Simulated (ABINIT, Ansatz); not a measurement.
**CdS (Hawleyite): G0W0 on several meshes in ABINIT**

How does the mesh move the gap of CdS (Hawleyite)?

Program: ABINIT 10.8.3. Level of theory: PBE and many-body steps on it, plane waves. Results are calculated unless marked as measured.

## (1) The structure

The structure is cubic, space group F-43m (No. 216). Conventional cell: a = 5.916 Å, b = 5.916 Å, c = 5.916 Å, α = 90.00°, β = 90.00°, γ = 90.00°. Cd has 4 S at 2.56 Å nearest. Nearest to S lie 4 Cd at 2.56 Å. Farther neighbours and most contacts between anions are not listed.

 The runs that relaxed it are not among those shown.

## (2) Empty states on the mesh, 4×4×4 mesh, 379 bands

This step: ABINIT 10.8.3; DFT, PBE, plane waves, norm-conserving pseudopotentials.

The sums over transitions need many empty states on a uniform mesh; this step solves for them.

File run.abi:

```
acell 3*1.0 Angstrom
rprim 
  -0.000000000000 2.958200000000 2.958200000000
  2.958200000000 -0.000000000000 2.958200000000
  2.958200000000 2.958200000000 -0.000000000000
ntypat 2
znucl 48 16
natom 2
typat 1 2
xred 
  0.000000000000 0.000000000000 0.000000000000
  0.250000000000 0.250000000000 0.250000000000
pp_dirpath "pseudos"
pseudos "Cd.upf, S.upf"
ecut 47
ngkpt 4 4 4
nshiftk 1
shiftk 0 0 0
kptopt 1
chksymbreak 0
iscf -2
irdden 1
istwfk *1
nband 379
nbdbuf 34
tolwfr 1e-09
nstep 60
prtvol 0
indata_prefix "in"
outdata_prefix "out"
tmpdata_prefix "tmp"
```

On the command line:

```bash
> OMP_NUM_THREADS=1 mpirun -n 8 abinit run.abi > log
```

Numbers of over 12 decimals in the logs are rounded to 6 here.

Log:

```text
.Version 10.8.3 of ABINIT. v10.8.2 released Aug 2026.

 Symmetries : space group F-4 3 m (#216); Bravais cF (face-center cubic)
[... echo of the input left out ...]
== DATASET  1 ==================================================================
-   mpi_nproc: 8, omp_nthreads: 1 (-1 if OMP is not activated)

--- !DatasetInfo
iteration_state: {dtset: 1, }
dimensions: {natom: 2, nkpt: 8, mband: 379, nsppol: 1, nspinor: 1, nspden: 1, mpw: 5410, }
cutoff_energies: {ecut:  47.0, pawecutdg:  -1.0, }
[...]
7.55904    7.55904    7.55904    7.58087    7.67856    7.67867    7.69642    7.69859
   7.69865    7.69900    7.76709    7.76775    7.77114    7.78450    7.79054    7.79339
   7.81960    7.82771    7.83385
 prteigrs : prtvol=0 or 1, do not print more k-points.

== END DATASET(S) ==============================================================
================================================================================

 -outvars: echo values of variables after computation  --------
            nband         379
             nkpt           8
          spgroup         216
 [... the other variables as echoed above ...]

 Calculation completed.
```

Elapsed: 3.3 min, on 8 MPI ranks of Intel Xeon Platinum 8488C (Sapphire Rapids), shared host; peak memory 1.1 GiB.

Numbers from this step:

- gap: 1.051 eV
- k of the valence top: 0, 0, 0
- k of the conduction bottom: 0, 0, 0
- least direct gap: 1.051 eV
- k points computed: 8
- lowest point of the top converged band, above the valence top: 190.5673 eV

On this mesh the gap is 1.051 eV.

The density comes from a self-consistent run that is not shown.

## (3) Screening, 4×4×4 mesh, 148 bands, screening to 176.9 eV

The RPA dielectric matrix is built and inverted for each q.

This step: RPA screening on PBE, plane waves, norm-conserving pseudopotentials.

run.abi, as its differences from that of step 2:

```diff
@@ -20,10 +20,11 @@
 chksymbreak 0
-iscf -2
-irdden 1
 istwfk *1
-nband 379
-nbdbuf 34
-tolwfr 1e-09
-nstep 60
-prtvol 0
+occopt 1
+irdwfk 1
+optdriver 3
+nband 148
+ecuteps 6.5
+inclvkb 2
+awtr 1
+symchi 1
 indata_prefix "in"
```

Log:

```text
.Version 10.8.3 of ABINIT. v10.8.2 released Aug 2026.

 Symmetries : space group F-4 3 m (#216); Bravais cF (face-center cubic)
[... echo of the input left out ...]
== DATASET  1 ==================================================================
-   mpi_nproc: 8, omp_nthreads: 1 (-1 if OMP is not activated)

--- !DatasetInfo
iteration_state: {dtset: 1, }
dimensions: {natom: 2, nkpt: 8, mband: 148, nsppol: 1, nspinor: 1, nspden: 1, mpw: 5410, }
cutoff_energies: {ecut:  47.0, pawecutdg:  -1.0, }
electrons: {nelect:   2.60000000E+01, charge:   0.00000000E+00, occopt:   1.00000000E+00, tsmear:   1.00000000E-02, }

 SCREENING: Calculation of the susceptibility and dielectric matrices

 Based on a program developped by R.W. Godby, V. Olevano, G. Onida, and L. Reining.
 Incorporated in ABINIT by V. Olevano, G.-M. Rignanese, and M. Torrent.
.Using double precision arithmetic ; gwpc =  8

[... cell and pseudopotentials left out ...]
--------------------------------------------------------------------------------

 ==== K-mesh for the wavefunctions ====
 Number of points in the irreducible wedge :     8
[... list of points left out ...]
 Together with 24 symmetry operations and time-reversal symmetry
 yields    64 points in the full Brillouin Zone.

 ==== Q-mesh for the screening function ====
 Number of points in the irreducible wedge :     8
[... list of points left out ...]
 Together with 24 symmetry operations and time-reversal symmetry
 yields    64 points in the full Brillouin Zone.

 setmesh: FFT mesh size selected  =    36x   36x   36
          total number of points  =        46656

 vcoul_init : cutoff-mode = AUXILIARY_FUNCTION
 q-points for optical limit:   1
     1)      0.000010    0.000020    0.000030

- screening: taking advantage of time-reversal symmetry
- Maximum band index for partially occupied states nbvw = 13
- Remaining bands to be divided among processors   nbcw = 135
- Number of bands treated by each node ~16

 Number of electrons calculated from density =   26.0000; Expected =   26.0000
 average of density, n =  0.074416
 r_s =    1.4749
 omega_plasma =   26.3140 [eV]

 calculating chi0 at frequencies [eV] :
  1    0.000000E+00    0.000000E+00
  2    0.000000E+00    2.631405E+01

--------------------------------------------------------------------------------
  q-point number  1        q = ( 0.000000, 0.000000, 0.000000) [r.l.u.]
--------------------------------------------------------------------------------
[... chi0 elements left out ...]
 For q-point:  0.000010 0.000020 0.000030
  dielectric constant =  12.1274
  dielectric constant without local fields =  12.8600

  Average fulfillment of the sum rule on Im[epsilon] for q-point    1 :     72.18  [%]
[... wings left out ...]
  q-point number  2        q = ( 0.250000, 0.000000, 0.000000) [r.l.u.]
--------------------------------------------------------------------------------
[... chi0 elements left out ...]
  Average fulfillment of the sum rule on Im[epsilon] for q-point    2 :     82.25  [%]

 [... 6 further q-points ...]
```

Run time: 42 s. Hardware: 8 MPI ranks; peak memory 2.4 GiB.

This step gave:

```
ε∞ with local fields, on this mesh, along the program's q direction : 12.13
the same without local fields                                       : 12.86
plasma frequency                                                    : 26.31 eV
plane waves in the screening matrix                                 : 283
```

Local fields lower ε∞ by 6 %. On a Γ-centred mesh this coarse the value itself is usually too large, while a short band sum pulls it down.

## (4) 4×4×4

The self-energy is evaluated for the states that the input lists, and the levels follow from it, in one-shot runs by the linearised quasiparticle equation.

This step: G0W0 on PBE, plane waves, norm-conserving pseudopotentials.

run.abi, as its differences from that of step 3:

```diff
@@ -23,8 +23,15 @@
 irdwfk 1
-optdriver 3
+optdriver 4
 nband 148
+gwcalctyp 0
+ecutsigx 47
+symsigma 1
+nkptgw 1
+kptgw 
+  0.0000000000 0.0000000000 0.0000000000
+bdgw 
+  11 17
 ecuteps 6.5
-inclvkb 2
-awtr 1
-symchi 1
+irdscr 1
+ppmodel 1
 indata_prefix "in"
```

Log:

```text
.Version 10.8.3 of ABINIT. v10.8.2 released Aug 2026.

 Symmetries : space group F-4 3 m (#216); Bravais cF (face-center cubic)
[... echo of the input left out ...]
== DATASET  1 ==================================================================
-   mpi_nproc: 8, omp_nthreads: 1 (-1 if OMP is not activated)

--- !DatasetInfo
iteration_state: {dtset: 1, }
dimensions: {natom: 2, nkpt: 8, mband: 148, nsppol: 1, nspinor: 1, nspden: 1, mpw: 5410, }
cutoff_energies: {ecut:  47.0, pawecutdg:  -1.0, }
electrons: {nelect:   2.60000000E+01, charge:   0.00000000E+00, occopt:   1.00000000E+00, tsmear:   1.00000000E-02, }

 SIGMA: Calculation of the GW corrections

 Based on a program developped by R.W. Godby, V. Olevano, G. Onida, and L. Reining.
 Incorporated in ABINIT by V. Olevano, G.-M. Rignanese, and M. Torrent.
.Using double precision arithmetic ; gwpc =  8

[... cell and pseudopotentials left out ...]
--------------------------------------------------------------------------------

 ==== K-mesh for the wavefunctions ====
 Number of points in the irreducible wedge :     8
[... list of points left out ...]
 Together with 24 symmetry operations and time-reversal symmetry
 yields    64 points in the full Brillouin Zone.

 ==== Q-mesh for screening function ====
 Number of points in the irreducible wedge :     8
[... list of points left out ...]
 Together with 24 symmetry operations and time-reversal symmetry
 yields    64 points in the full Brillouin Zone.

 vcoul_init : cutoff-mode = AUXILIARY_FUNCTION
 q-points for optical limit:   1
     1)      0.000010    0.000020    0.000030
 setmesh: FFT mesh size selected  =    50x   50x   50
          total number of points  =       125000

 Number of electrons calculated from density =   26.0000; Expected =   26.0000
 average of density, n =  0.074416
 r_s =    1.4749
 omega_plasma =   26.3140 [eV]

 === KS Band Gaps ===
  >>>> For spin  1
   Minimum direct gap =   1.0517 [eV], located at k-point      :   0.0000  0.0000  0.0000
   Fundamental gap    =   1.0517 [eV], Top of valence bands at :   0.0000  0.0000  0.0000
                                       Bottom of conduction at :   0.0000  0.0000  0.0000
 SIGMA fundamental parameters:
 PLASMON POLE MODEL  1
 number of plane-waves for SigmaX                 5329
 number of plane-waves for SigmaC and W            283
 number of plane-waves for wavefunctions          5329
 number of bands                                   148
 number of independent spin polarizations            1
 number of spinorial components                      1
 number of k-points in IBZ                           8
 number of q-points in IBZ                           8
 number of symmetry operations                      24
 number of k-points in BZ                           64
 number of q-points in BZ                           64
 number of frequencies for dSigma/dE                 9
 frequency step for dSigma/dE [eV]                0.25
 number of omega for Sigma on real axis              0
 max omega for Sigma on real axis  [eV]           0.00
 zcut for avoiding poles [eV]                     0.10

 EPSILON^-1 parameters (SCR file):
 dimension of the eps^-1 matrix on file            283
 dimension of the eps^-1 matrix used               283
 number of plane-waves for wavefunctions          5329
 number of bands                                   148
 number of q-points in IBZ                           8
 number of frequencies                               2
 number of real frequencies                          1
 number of imag frequencies                          1

 matrix elements of self-energy operator (all in [eV])

 Perturbative Calculation

--- !SelfEnergy_ee
iteration_state: {dtset: 1, }
kpoint     : [   0.000,    0.000,    0.000, ]
spin       : 1
KS_gap     :    1.052
QP_gap     :    1.982
Delta_QP_KS:    0.930
data: !SigmaeeData |
     Band     E0 <VxcDFT>   SigX SigC(E0)      Z dSigC/dE  Sig(E)    E-E0       E
       11   3.886 -15.122 -18.135   1.990   0.777  -0.287 -15.917  -0.795   3.090
       12   3.886 -15.122 -18.135   1.990   0.777  -0.287 -15.917  -0.795   3.090
       13   3.886 -15.122 -18.135   1.990   0.777  -0.287 -15.917  -0.795   3.090
       14   4.937 -10.572  -6.678  -3.727   0.809  -0.236 -10.437   0.135   5.072
       15  10.422 -10.464  -5.655  -4.358   0.806  -0.241 -10.100   0.363  10.785
       16  10.422 -10.464  -5.655  -4.358   0.806  -0.241 -10.100   0.363  10.785
       17  10.422 -10.464  -5.655  -4.358   0.806  -0.241 -10.100   0.363  10.785

== END DATASET(S) ==============================================================
================================================================================

 -outvars: echo values of variables after computation  --------
           etotal      0.0000000000E+00
            nband         148
             nkpt           8
          spgroup         216
 [... the other variables as echoed above ...]

 Calculation completed.
```

The job ended after 7.8 s (8 MPI ranks; peak memory 1.8 GiB; 61 s of CPU time).

This step gave:

| Item | Value |
| --- | --- |
| G0W0 gap on the points computed | 1.982 eV |
| starting gap on the mesh | 1.051 eV |
| k of the valence top | 0, 0, 0 |
| k of the conduction bottom | 0, 0, 0 |
| Z at the valence top | 0.777 |
| Z at the conduction bottom | 0.809 |
| least direct G0W0 gap on the computed points | 1.982 eV |

The gap on the mesh goes from 1.05 eV to 1.98 eV, a correction of +0.93 eV.

## (5) Empty states on the mesh, 6×6×6 mesh, 162 bands

This step: DFT, PBE, plane waves, norm-conserving pseudopotentials.

run.abi, as its differences from that of step 4:

```diff
@@ -15,3 +15,3 @@
 ecut 47
-ngkpt 4 4 4
+ngkpt 6 6 6
 nshiftk 1
@@ -20,18 +20,10 @@
 chksymbreak 0
+iscf -2
+irdden 1
 istwfk *1
-occopt 1
-irdwfk 1
-optdriver 4
-nband 148
-gwcalctyp 0
-ecutsigx 47
-symsigma 1
-nkptgw 1
-kptgw 
-  0.0000000000 0.0000000000 0.0000000000
-bdgw 
-  11 17
-ecuteps 6.5
-irdscr 1
-ppmodel 1
+nband 162
+nbdbuf 14
+tolwfr 1e-09
+nstep 60
+prtvol 0
 indata_prefix "in"
```

Log:

```text
.Version 10.8.3 of ABINIT. v10.8.2 released Aug 2026.

 Symmetries : space group F-4 3 m (#216); Bravais cF (face-center cubic)
[... echo of the input left out ...]
== DATASET  1 ==================================================================
-   mpi_nproc: 8, omp_nthreads: 1 (-1 if OMP is not activated)

--- !DatasetInfo
iteration_state: {dtset: 1, }
dimensions: {natom: 2, nkpt: 16, mband: 162, nsppol: 1, nspinor: 1, nspden: 1, mpw: 5410, }
cutoff_energies: {ecut:  47.0, pawecutdg:  -1.0, }
[...]
3.84087    3.84684    3.92779    3.92779    3.94768    3.94768    3.94768    4.01581
   4.03829    4.03829    4.03830    4.07947    4.07957    4.07982    4.08098    4.08110
   4.08396    4.11069
 prteigrs : prtvol=0 or 1, do not print more k-points.

== END DATASET(S) ==============================================================
================================================================================

 -outvars: echo values of variables after computation  --------
            nband         162
             nkpt          16
          spgroup         216
 [... the other variables as echoed above ...]

 Calculation completed.
```

Run time: 85 s. Hardware: 8 MPI ranks; peak memory 0.91 GiB.

This step gave:

```
gap                                                           : 1.051 eV
k of the valence top                                          : 0, 0, 0
k of the conduction bottom                                    : 0, 0, 0
least direct gap                                              : 1.051 eV
k points computed                                             : 16
lowest point of the top converged band, above the valence top : 100.9404 eV
```

On this mesh the gap is 1.051 eV.

[end of part 1 of 2]

[Paths, hosts, dates, memory and timing lines, banners, echoed tables and standing remarks are left out of the program output.]

[Logs are printed without paths, hosts, clocks, repeated set-up lines and the standing remarks that a program may print on its own settings, such as how far it seeks lower states.]

[Runs of the session that timed out or met a known fault of the program may be left out.]

[No measured gap is set beside runs whose start may be inverted or whose files or cutoffs have a known fault.]

[Hosts, paths, dates, database ids (printed as entryN), source tags and the programs' standing remarks are cut or masked in the printed files.]

[G0W0 gaps are taken among the corrected bands and points alone; a level outside them can change the order at an edge.]

[Where Ansatz stands beside ABINIT at settings called matched, ABINIT's density can come from a denser mesh and the files from another edition; pairs whose starting gaps differed by over 0.03 eV were left out, so agreement reads better than it is.]
